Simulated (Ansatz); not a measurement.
# Changed inputs in constrained RPA: KRhO3 (cubic perovskite) (Pm-3m), part 2 of 2

Aim: hold the target of a cRPA run on KRhO3 (cubic perovskite) (Pm-3m) and move one thing at a time.

Ansatz 0.2.0; constrained RPA on LDA, plane waves, PAW.

So far. Step 4 (Changed: accuracy high): On the Rh d shell, screening brings the on-site interaction from 18.2 eV down to U = 9.27 eV. Step 5 (Changed: smooth pair densities): On the Rh d shell, screening brings the on-site interaction from 18.2 eV down to U = 9.30 eV.

The structure was built from a prototype and need not be the compound's stable phase.

### Step 7. Changed: volume +3 %

The cell differs from the one that the last finished run ended in (a 3.833 → 3.871 Å, b 3.833 → 3.871 Å, c 3.833 → 3.871 Å).

Contents of input.yaml:

```yaml
crystal:
  lattice:
    - [-3.8708950455, 0.0, 0.0]
    - [0.0, 0.0, -3.8708950455]
    - [0.0, -3.8708950455, 0.0]
  atoms:
    - { symbol: K, position: [0.0, 0.0, 0.0] }
    - { symbol: Rh, position: [0.5, 0.5, 0.5] }
    - { symbol: O, position: [0.5, 0.5, 0.0] }
    - { symbol: O, position: [0.5, 0.0, 0.5] }
    - { symbol: O, position: [0.0, 0.5, 0.5] }
kpoints:
  mp_grid: { grid: [8, 8, 8] }
hamiltonian:
  xc: lda
scf:
  occupations: { method: gaussian, width: 0.08 }
  n_extra_bands: 19
  max_iter: 150
  lower_state_search: "off"
output:
  crpa:
    kmesh: [4, 4, 4]
    target_bands: [v11, c3]
    projections: [{ species: Rh, l: d, shell: 4 }, { species: O, l: p, shell: 2 }]
  local_orbitals:
    kmesh: [8, 8, 8]
    orbitals: [{ species: Rh, l: d, shell: 4 }, { species: O, l: p, shell: 2 }]
    window: { bands: [v11, c3] }
    seedname: lo
```

Command:

```console
$ ansatz run input.yaml --threads 4 --pin off --max-ram 9216MiB --backend cpu --events-out ev --progress --plain --runs-dir out
```

Numbers of over 12 decimals in the logs are rounded to 6 here.

The log of the run:

```text
[...]
Crystal: 5 atoms, lattice volume = 58.001 Å³
Basis set: ecut = 420 eV, 1141 PW (Γ)
Bands: 41, of which v1, the nominal top of the filled ones, is band 22 counted from 1 (21 counted from 0)
Symmetry: 48 space group operations
[...]
k-points: 35 of 512
[...]
screened: U = 8.8924 eV, U' = 7.3830 eV, J = 0.7611 eV
      screened, to within: U = 1.6e-2 eV, U' = 1.6e-2 eV, J = 1.2e-3 eV
      bare: V = 19.6972 eV, V' = 17.8023 eV, J = 0.9532 eV
    Site 4, 2P, 3 of 3 p orbitals (Wannier functions 12, 13, 14; wannier90's mr 1, 2, 3):
      screened: U = 8.8924 eV, U' = 7.3830 eV, J = 0.7611 eV
      screened, to within: U = 1.6e-2 eV, U' = 1.6e-2 eV, J = 1.2e-3 eV
      bare: V = 19.6972 eV, V' = 17.8023 eV, J = 0.9532 eV
[...]
[key lines of the parts left out:]
SCF converged after 8 iterations
Free energy (F): -9437.632591 eV
Fermi energy:    9.727088 eV
```

Run time: 2.3 min. Hardware: 4 threads of Arm Neoverse V2, shared host; peak memory 0.68 GiB.

Numbers from this step:

* U: 9.317 eV
* U prime (inter-orbital): 8.200 eV
* J: 0.5564 eV
* bare V: 18.16 eV
* bare J: 0.7046 eV
* stated bound on U: 0.01898 eV
* U over bare V: 0.5131
* electrons in the window: 22.00
* head of the constrained inverse dielectric matrix: 0.4313
* least eigenvalue of the projection's overlap: 0.7871
* target functions: 14
* bands in the sums: 50
* r.m.s. miss of the model bands: 1.18e-4 eV
* width of the target bands: 13.52 eV
* weight of the projected orbitals in the window: 0.9504

On the Rh d shell, screening brings the on-site interaction from 18.2 eV down to U = 9.32 eV.

### Step 8. Changed: potentials

input.yaml, the sections that differ from step 7:

```yaml
crystal:
  lattice:
    - [-3.83294265, 0.0, 0.0]
    - [0.0, 0.0, -3.83294265]
    - [0.0, -3.83294265, 0.0]
  atoms:
    - { symbol: K, position: [0.0, 0.0, 0.0] }
    - { symbol: Rh, position: [0.5, 0.5, 0.5] }
    - { symbol: O, position: [0.5, 0.5, 0.0] }
    - { symbol: O, position: [0.5, 0.0, 0.5] }
    - { symbol: O, position: [0.0, 0.5, 0.5] }
hamiltonian:
  xc: lda
  pseudopotentials: { kind: paw, source: ansatz }
output:
  crpa:
    kmesh: [4, 4, 4]
    target_bands: [v11, c3]
    projections: [{ species: Rh, l: d, shell: 4 }, { species: O, l: p, shell: 2 }]
# kpoints, scf: as in step 7
```

The log of the run:

```text
[...]
Crystal: 5 atoms, lattice volume = 56.311 Å³
Basis set: ecut = 930 eV, 3695 PW (Γ)
Bands: 41, of which v1, the nominal top of the filled ones, is band 22 counted from 1 (21 counted from 0)
Symmetry: 48 space group operations
[...]
k-points: 35 of 512
[...]
screened: U = 8.8634 eV, U' = 7.3580 eV, J = 0.7598 eV
      screened, to within: U = 1.7e-2 eV, U' = 1.7e-2 eV, J = 1.2e-3 eV
      bare: V = 19.7084 eV, V' = 17.8138 eV, J = 0.9537 eV
    Site 4, 2P, 3 of 3 p orbitals (Wannier functions 12, 13, 14; wannier90's mr 1, 2, 3):
      screened: U = 8.8634 eV, U' = 7.3580 eV, J = 0.7598 eV
      screened, to within: U = 1.7e-2 eV, U' = 1.7e-2 eV, J = 1.2e-3 eV
      bare: V = 19.7084 eV, V' = 17.8138 eV, J = 0.9537 eV
[...]
[key lines of the parts left out:]
SCF converged after 9 iterations
Free energy (F): -9438.541533 eV
Fermi energy:    10.188085 eV
```

Elapsed: 6.8 min, on 4 threads; peak memory 1.2 GiB; 26 min of CPU time.

This step gave:

* U: 9.257 eV
* U prime (inter-orbital): 8.147 eV
* J: 0.5525 eV
* bare V: 18.15 eV
* bare J: 0.7032 eV
* stated bound on U: 0.02689 eV
* U over bare V: 0.5101
* electrons in the window: 22.00
* head of the constrained inverse dielectric matrix: 0.4266
* least eigenvalue of the projection's overlap: 0.7720
* target functions: 14
* bands in the sums: 50
* width of the target bands: 14.04 eV
* weight of the projected orbitals in the window: 0.9495

On the Rh d shell, screening brings the on-site interaction from 18.1 eV down to U = 9.26 eV.

### Step 9. Side by side

Times are wall times on 4 threads of Arm Neoverse V2, shared host, good to a factor of about two.

| run | bare V (eV) | U (eV) | J (eV) | bound on U (eV) | width (eV) | time |
| --- | --- | --- | --- | --- | --- | --- |
| target window | 18.16 | 9.266 | 0.556 | 0.0184 | 14.04 | 2.3 min |
| 2×2×2 mesh | 18.31 | 9.333 | 0.559 | 0.0158 | 14.04 | 12 s |
| accuracy high | 18.16 | 9.269 | 0.556 | 0.0010 | 14.04 | 4.3 min |
| smooth pair densities | 18.16 | 9.303 | 0.573 | 0.0163 | 14.04 | 2.1 min |
| volume +3 % | 18.16 | 9.317 | 0.556 | 0.0190 | 13.52 | 2.3 min |
| potentials | 18.15 | 9.257 | 0.553 | 0.0269 | 14.04 | 6.8 min |

### Step 10. Results

```yaml
target_window: U 9.27 eV, J 0.56 eV
2x2x2_mesh: U 9.33 eV, J 0.56 eV
accuracy_high: U 9.27 eV, J 0.56 eV
smooth_pair_densities: U 9.30 eV, J 0.57 eV
volume_plus_3: U 9.32 eV, J 0.56 eV
potentials: U 9.26 eV, J 0.55 eV
```

2×2×2 mesh moves U by +0.07 eV at 0.090 times the time. Accuracy high moves U by +0.003 eV (within the solver's bounds, for the mean over orbitals). Smooth pair densities moves U by +0.04 eV. Volume +3 % moves U by +0.05 eV. Potentials moves U by −0.01 eV (within the solver's bounds, for the mean over orbitals) at 3.0 times the time. The printed bound covers the solver alone, not the mesh, and no denser mesh than the base was run. The parent state is non-magnetic and the interaction static (zero frequency); U depends on the window and the orbitals, so it belongs to this model alone. A window that holds the anion p bands defines a model with explicit ligands; its U belongs to that model and is not the U of DFT+U.

[Paths, hosts, dates, memory and timing lines, banners, echoed tables and standing remarks are left out of the program output.]

[Logs are printed without paths, hosts, clocks, repeated set-up lines and the standing remarks that a program may print on its own settings, such as how far it seeks lower states.]

[Runs of the session that timed out or met a known fault of the program may be left out.]

[Hosts, paths, dates, database ids (printed as entryN), source tags and the programs' standing remarks are cut or masked in the printed files.]
